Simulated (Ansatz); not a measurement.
## A low-energy model for LiMoN2 (R3m): bands, U and J

Wanted: the parameters of a Hubbard-Kanamori model for LiMoN2 (R3m).

Main program and level: Ansatz 0.2.0; non-magnetic LDA, then constrained RPA, plane waves, PAW.

## Step 1: The starting structure

The structure is trigonal, space group R3m (No. 160). Conventional cell: a = 2.891 Å, b = 2.891 Å, c = 15.897 Å, α = 90.00°, β = 90.00°, γ = 120.00°. Nearest to Li lie 6 N at 2.13 to 2.26 Å. Nearest to Mo lie 6 N at 2.07 Å. Nearest to N lie 3 Mo at 2.07 Å and 3 Li at 2.26 Å. Nearest to N lie 3 Mo at 2.07 Å and 3 Li at 2.13 Å. Farther neighbours and most contacts between anions are not listed.

The cell and positions are those that the Materials Project relaxed with its own functionals (PBE, PBE+U or r2SCAN), kept fixed. At the settings of the band run the largest force is still 0.55 eV/Å. The program's search for lower electronic states was switched off, so nothing shows that the state found is the lowest. The default PAW set here is soft_2. Its files were made with PBE.

## Step 2: LDA bands and orbital weights

This step: DFT, LDA, plane waves, PAW.

Contents of input.yaml:

```yaml
crystal:
  lattice:
    - [-1.66933958, 0.0, 5.29899402]
    - [0.83466979, -1.44569048, 5.29899402]
    - [0.83466979, 1.44569049, 5.29899402]
  atoms:
    - { symbol: Li, position: [0.41359667, 0.41359667, 0.41359667] }
    - { symbol: Mo, position: [0.58592323, 0.58592323, 0.58592323] }
    - { symbol: "N", position: [0.84262502, 0.84262502, 0.84262502] }
    - { symbol: "N", position: [0.99655408, 0.99655408, 0.99655408] }
kpoints:
  mp_grid: { grid: [10, 10, 10] }
  band_path:
    path:
      - [[0.0, 0.0, 0.0], [0.5, 0.5, 0.5], [0.81679273, 0.18320727, 0.5]]
      - [[0.5, -0.18320727, 0.18320727], [0.5, 0.0, 0.0], [0.0, 0.0, 0.0], [0.34160363, -0.34160363, 0.0]]
      - [[0.65839637, 0.0, 0.34160363], [0.5, 0.0, 0.5], [0.0, 0.0, 0.0]]
    npoints: 10
hamiltonian:
  xc: lda
scf:
  occupations: { method: gaussian, width: 0.08 }
  n_extra_bands: 19
  max_iter: 150
  lower_state_search: "off"
output:
  eigenvalues: true
  forces: true
  stress: true
  fatbands: true
  write_density: true
  write_potential: true
  elf: true
  volumetric_format: npy
```

Run with:

```bash
$ ansatz run input.yaml --threads 4 --pin off --max-ram 9216MiB --backend cpu --events-out ev --progress --plain --runs-dir out
```

Numbers of over 12 decimals in the logs are rounded to 6 here.

The program printed:

```text
basis.fft_grid_basis auto: the FFT boxes are laid along the combinations [[1, -1, 0], [0, 1, 0], [0, -1, 1]] of the cell's own vectors, 2.891, 5.556 and 2.891 Å long. The dense box has 20×40×20 points. Along the cell's own vectors, as sized, it would have 40×40×40, 4.00 times as many. Of the 6 symmetry operations that the crystal satisfies within crystal.symmetry.tolerance (time reversal apart; of a slab, those that  [...]
scf.n_extra_bands = 19 over 14 filled bands (N_el = 27.0): the run solves 33 bands
Engine: ansatz 0.2.0, aarch64-unknown-linux-gnu
Pseudopotentials: kind: paw
Pseudopotential: Li, paw, valence charge 3, recommended cutoff 420 eV (normal), Li.paw.azcp
Pseudopotential: Mo, paw, valence charge 14, recommended cutoff 420 eV (normal), Mo.paw.azcp
Pseudopotential: N, paw, valence charge 5, recommended cutoff 420 eV (normal), N.paw.azcp
Functional definition: SPW92
  exchange = slater_x
  correlation = pw_c
Crystal: 4 atoms, lattice volume = 38.365 Å³
Basis set: ecut = 420 eV, 755 PW (Γ), FFT grids on a1−a2, a2, −a2+a3
Bands: 33, of which v1, the nominal top of the filled ones, is band 14 counted from 1 (13 counted from 0)
Symmetry: 6 space group operations
Space group: R3m (ITA 160), of the structure as read, at distance tolerance 3.4e-5 Å
k-points: 116 of 1000 (time reversal used)
Non-local potential: Li, projectors of the file, l = 0: 3, l = 1: 2, l = 2: 1
Non-local potential: Mo, projectors of the file, l = 0: 3, l = 1: 2, l = 2: 2, l = 3: 1
Non-local potential: N, projectors of the file, l = 0: 2, l = 1: 2, l = 2: 1
PAW form: soft (Blöchl's): semilocal exchange-correlation on the pseudo side does not see the compensation charge
PAW frozen core: Mo, regenerated for the run's functional, and the local potential with it (the file was generated under x = pbe(κ = 0.804, μ = 0.219515), c = pbe(β = 0.066725))
PAW frozen core: N, regenerated for the run's functional, and the local potential with it (the file was generated under x = pbe(κ = 0.804, μ = 0.219515), c = pbe(β = 0.066725))
PAW one-centre angular grid: Li, 110 points (default); XC on 64 Gauss nodes
PAW one-centre angular grid: Mo, 590 points (default); XC on 64 Gauss nodes
PAW one-centre angular grid: N, 110 points (default); XC on 64 Gauss nodes
Initial density: superposition of atomic densities (neutral atoms: chi_scale 0, normalization atom), corrected by the library's trained network
Initial wavefunctions: pseudopotential atomic-orbital guess
Functional: x = slater, c = lda
SCF iter   1: F=—  HF=-5794.958777 eV  |F-HF|=—  |Δ(HF+E_count)|=         —  Δρ=2.24e-2  dr2=1.90e-1  ethr=1.77e-3  ⟨swp⟩=5.2  Hψ=18442  notcnv=0  defer=778
preconditioner: auto → Kerker (q_TF=auto, 2.573 Å⁻¹)  [metal: Δε(μ)=0.004 eV  Ē_g=21.020 eV  σ=0.080 eV  W_gap=0.03  n_scr=10 (ndim 8)  ℏωp=24.7 eV  f_vac=0.000  D(μ)=4.68/eV (n_scr^D=66)]
SCF iter   2: F=—  HF=-5794.934996 eV  |F-HF|=—  |Δ(HF+E_count)|=   2.38e-2  Δρ=1.18e-2  dr2=5.64e-2  ethr=7.05e-4  ⟨swp⟩=1.0  Hψ=4756  notcnv=0  defer=978
SCF iter   3: F=—  HF=-5794.925782 eV  |F-HF|=—  |Δ(HF+E_count)|=   9.21e-3  Δρ=1.54e-3  dr2=1.14e-3  ethr=2.09e-4  ⟨swp⟩=1.8  Hψ=2819  notcnv=0  defer=1010
SCF iter   4: F=—  HF=-5794.925540 eV  |F-HF|=—  |Δ(HF+E_count)|=   2.42e-4  Δρ=3.41e-4  dr2=1.77e-4  ethr=4.22e-6  ⟨swp⟩=2.1  Hψ=2766  notcnv=0  defer=1010
SCF iter   5: F=—  HF=-5794.925498 eV  |F-HF|=—  |Δ(HF+E_count)|=   4.20e-5  Δρ=1.14e-4  dr2=1.94e-5  ethr=6.54e-7  ⟨swp⟩=2.1  Hψ=2677  notcnv=0  defer=1010
SCF iter   6: F=—  HF=-5794.925493 eV  |F-HF|=—  |Δ(HF+E_count)|=   5.12e-6  Δρ=2.55e-5  dr2=3.26e-7  ethr=7.18e-8  ⟨swp⟩=2.0  Hψ=2806  notcnv=0  defer=1010
SCF iter   7: F=-5794.925493 eV  HF=-5794.925493 eV  |F-HF|=4.39e-9  |Δ(HF+E_count)|=   3.34e-8  Δρ=6.16e-6  dr2=1.76e-8  ethr=3.70e-10  ⟨swp⟩=13.3  Hψ=25417  notcnv=0
SCF 1 converged in 7 iterations: F = -5794.925493 eV  dr2 = 1.76e-8
  greatest PAW one-centre occupation: 1.000 electrons in one spin orbital (limit 2), on the Li atom at site 0 (counted from 0), in its partial waves of l = 0
NSCF: frozen V_eff on 73 k-points
SCF converged after 7 iterations
Free energy (F): -5794.925493 eV
Harris-Foulkes:  -5794.925493 eV  (|F-HF|=4.39e-9)
Internal energy: -5794.909540 eV  (E = F + TS)
E sigma→0 (E₀):  -5794.917516 eV
Entropy (-TS):   -0.015953 eV (-3.988 meV/atom)
Fermi energy:    11.494362 eV
--- Per-component energies (eV) ---
  E_band       = -196.927521
  E_kinetic    = 722.659101
  E_local      = -1819.658663  (includes V_loc(G=0)·N_el)
  E_nonlocal   = 206.594465
  E_hartree    = 642.664403
  E_xc         = -312.311015
  E_vxc        = -394.927708  (∫ρ·V_xc dr)
  E_paw        = -3342.399947  (= ΣΔE_a)
  E_vpaw       = -196.923793  (= ΣTr[D̂ρ^β])
  E_aug_tail   = 0.000273  (compensation charges beyond the density's cutoff)
  E_ewald      = -1893.091061
  E_core_change = 0.632904  (= ΣΔE_core)
  E_smearing   = -0.015953  (= −TS)
  E_closure    = -0.000000  (closes the sum)
  Σ components = -5794.925493   (vs F -5794.925493, Δ=0.00e0)
--- Forces (eV/Å), atoms counted from 1 ---
  atom   1  Li     0.00000000    -0.00000000    -0.03570937
  atom   2  Mo     0.00000000    -0.00000000    -0.09453376
  atom   3  N      0.00000000     0.00000000     0.54575768
  atom   4  N      0.00000000    -0.00000000    -0.41556298
  max |Σ_I F_I| component: 4.84e-5 eV/Å
--- Stress (GPa, compression-positive) ---
       -8.906818       0.000000       0.000000
        0.000000      -8.906818      -0.000000
        0.000000      -0.000000      -8.982175
  P = ⅓ Tr σ = -8.9319 GPa (-89.319 kbar)
--- Band table (eV; the first three rows and the last of 116) ---
  k-point 0: bands = [... 10 lower, 9.7469, 9.7469, 11.5814, 12.8200, 15.4532, 15.4532, 15.8101, 15.8101, ... 15 higher]
  k-point 1: bands = [... 10 lower, 9.3484, 9.4990, 11.7401, 12.6854, 15.4179, 15.6105, 15.6281, 15.8561, ... 15 higher]
  k-point 2: bands = [... 10 lower, 8.8193, 8.9563, 11.6763, 12.0888, 15.4178, 15.4713, 15.7285, 16.4967, ... 15 higher]
  k-point 115: bands = [... 10 lower, 9.7739, 9.7739, 9.8252, 13.8124, 15.5246, 15.5246, 15.7216, 15.7216, ... 15 higher]
```

Elapsed: 4.9 s, on 4 threads of Arm Neoverse V2, shared host; peak memory 0.46 GiB; 19 s of CPU time.

In the SCF lines HF is the Harris–Foulkes energy and dr2 the Hartree energy of the density residual, in eV; the loop may stop once dr2 is under the threshold and the program's other checks hold. Hψ counts applications of the Hamiltonian.

Numbers from this step:

```
pressure : -8.932 GPa
```

The electronic bands at the labelled points (eV, zero at the Fermi level):

| point | band 10 | band 11 | band 12 | band 13 | band 14 | band 15 | band 16 | band 17 |
| --- | --- | --- | --- | --- | --- | --- | --- | --- |
| Γ | -3.51 | -1.75 | -1.75 | 0.09 | 1.33 | 3.96 | 3.96 | 4.32 |
| halfway | -3.52 | -1.73 | -1.73 | -0.91 | 1.98 | 3.99 | 3.99 | 4.27 |
| T | -3.52 | -1.72 | -1.72 | -1.67 | 2.32 | 4.03 | 4.03 | 4.23 |
| halfway | -3.67 | -3.25 | -2.17 | -0.42 | -0.11 | 3.76 | 4.16 | 4.57 |
| H2 | -3.49 | -3.34 | -2.08 | -1.11 | 0.12 | 2.19 | 5.41 | 5.70 |
| jump to H0 | -3.49 | -3.34 | -2.08 | -1.11 | 0.12 | 2.19 | 5.41 | 5.70 |
| halfway | -4.15 | -2.35 | -1.66 | -0.90 | -0.10 | 2.86 | 4.68 | 5.84 |
| L | -3.97 | -3.62 | -0.83 | -0.53 | 0.23 | 3.71 | 3.88 | 5.50 |
| halfway | -3.18 | -2.84 | -2.26 | -0.01 | 0.21 | 3.87 | 3.94 | 4.54 |
| Γ | -3.51 | -1.75 | -1.75 | 0.09 | 1.33 | 3.96 | 3.96 | 4.32 |
| halfway | -3.77 | -2.69 | -2.03 | -0.19 | 0.04 | 3.67 | 3.94 | 4.49 |
| S0 | -3.58 | -3.31 | -1.98 | -1.20 | 0.15 | 2.14 | 5.40 | 5.77 |
| jump to S2 | -3.58 | -3.31 | -1.98 | -1.20 | 0.15 | 2.14 | 5.40 | 5.77 |
| halfway | -3.71 | -2.81 | -1.84 | -1.02 | -0.02 | 3.02 | 4.85 | 5.30 |
| F | -3.88 | -3.50 | -1.34 | -1.06 | 0.41 | 3.63 | 3.92 | 5.16 |
| halfway | -3.21 | -2.78 | -2.31 | -0.41 | 0.34 | 3.72 | 3.97 | 4.53 |
| Γ | -3.51 | -1.75 | -1.75 | 0.09 | 1.33 | 3.96 | 3.96 | 4.32 |

Of the projections kept (Mo 4d, N 2p), the largest for each band there; the rest of the weight can lie on other orbitals:

| point | band 10 | band 11 | band 12 | band 13 | band 14 | band 15 | band 16 | band 17 |
| --- | --- | --- | --- | --- | --- | --- | --- | --- |
| Γ | Mo 4d 0.61 | N 2p 0.58 | N 2p 0.58 | N 2p 0.96 | Mo 4d 0.54 | Mo 4d 0.56 | Mo 4d 0.56 | N 2p 0.58 |
| T | Mo 4d 0.60 | N 2p 0.58 | N 2p 0.58 | N 2p 0.79 | N 2p 0.49 | Mo 4d 0.57 | Mo 4d 0.57 | N 2p 0.59 |
| H2 | N 2p 0.62 | N 2p 0.71 | N 2p 0.84 | N 2p 0.83 | Mo 4d 0.71 | Mo 4d 0.79 | Mo 4d 0.58 | Mo 4d 0.57 |
| H0 | N 2p 0.62 | N 2p 0.71 | N 2p 0.84 | N 2p 0.83 | Mo 4d 0.71 | Mo 4d 0.79 | Mo 4d 0.58 | Mo 4d 0.57 |
| L | N 2p 0.63 | N 2p 0.53 | N 2p 0.87 | N 2p 0.87 | Mo 4d 0.51 | Mo 4d 0.90 | Mo 4d 0.72 | Mo 4d 0.44 |
| Γ | Mo 4d 0.61 | N 2p 0.58 | N 2p 0.58 | N 2p 0.96 | Mo 4d 0.54 | Mo 4d 0.56 | Mo 4d 0.56 | N 2p 0.58 |

Electrostatic potential energy in the ac plane of the conventional cell at fractional y = 0.000, with atoms of Li and Mo and N within 0.2 Å of it. With pseudopotentials it is smooth inside the atoms' cores, unlike the true potential.

Values in eV, 24 rows by 14 columns, each cell a mean:
```
-25 -19  -6   7  13  14  14  14  14  14  13   5  -9 -21
 15  15  15  15  14  13  12  12  12  13  14  15  15  15
 16  16  16  15  14  14  13  13  13  14  15  15  16  16
 16  16  16  16  15  14  13  13  13  14  15  16  16  16
 15  15  14  13  11   9   8   7   8  10  12  13  14  15
 13  12  10   7   2  -4  -9 -11  -8  -3   4   8  11  12
 13  12  11   8   3  -2  -7  -8  -6  -1   5   9  11  12
 14  14  14  13  12  10   9   8   9  11  12  13  14  14
  9  10  12  13  14  14  14  14  14  14  14  13  11   9
-20 -15  -6   4  12  14  15  16  15  14  11   2  -8 -17
 -8  -5   1   9  13  15  15  16  15  14  12   7   0  -6
 12  12  13  14  14  14  14  14  14  14  14  14  13  12
-10  -7  -2   4   9  11  12  12  11  11   8   3  -3  -8
-52 -51 -47 -31 -10   3   9  10   8   1 -15 -36 -48 -52
-50 -48 -43 -26  -7   4   9  11   9   3 -12 -31 -44 -49
 -3  -2   2   7  10  11  12  11  12  11   9   6   2  -2
 15  15  15  15  14  14  13  13  13  14  14  15  15  15
 16  16  15  15  14  13  12  12  12  13  14  15  16  16
 14  15  15  15  14  14  13  13  13  14  14  15  15  14
-32 -26 -11   5  13  15  15  15  15  15  12   2 -14 -28
-43 -37 -21   0   9  10   9   9  10  10   8  -5 -25 -39
  7   8   8   7   2  -4  -9 -11  -8  -3   4   8   8   8
  4   5   7   7   3  -2  -7  -9  -6  -1   5   8   7   5
-47 -42 -25  -2  10  11  11  11  11  11   8  -7 -29 -44
```
Columns run along a (2.9 Å; values clipped at the 3rd and 97th percentile), rows up along c (15.9 Å), edges of the conventional cell, whose origin can differ from the input's. Atoms in or near the plane, at fractional coordinates: Li at (0.00, 0.59), Mo at (0.00, 0.41), N at (0.00, 0.16), N at (0.00, 0.00).

ELF in the ac plane of the conventional cell at fractional y = 0.000, with atoms of Li and Mo and N within 0.2 Å of it. It is the smooth field of the valence electrons, not physical close to the nuclei.

Ten even steps from '0' (0.03) to '9' (0.81), each cell a mean:
```
89997410248998
77641000002467
00001122211000
00125788764200
11134567654211
33222344432223
32222334332222
01135677764211
00024678764100
98400122210159
65201223210035
11135677764211
43334677753334
77863233224787
77863234324687
33234678764323
01135677764211
00000111110000
87652100013567
78997411258998
46886311247986
55432344332345
55543333333455
36897421258985
```
Columns run along a (2.9 Å), rows up along c (15.9 Å), edges of the conventional cell, whose origin can differ from the input's. Atoms in or near the plane, at fractional coordinates: Li at (0.00, 0.59), Mo at (0.00, 0.41), N at (0.00, 0.16), N at (0.00, 0.00).

(Part 1 of 2 ends here.)

[Paths, hosts, dates, memory and timing lines, banners, echoed tables and standing remarks are left out of the program output.]

[Logs are printed without paths, hosts, clocks, repeated set-up lines and the standing remarks that a program may print on its own settings, such as how far it seeks lower states.]

[Runs of the session that timed out or met a known fault of the program may be left out.]

[Hosts, paths, dates, database ids (printed as entryN), source tags and the programs' standing remarks are cut or masked in the printed files.]
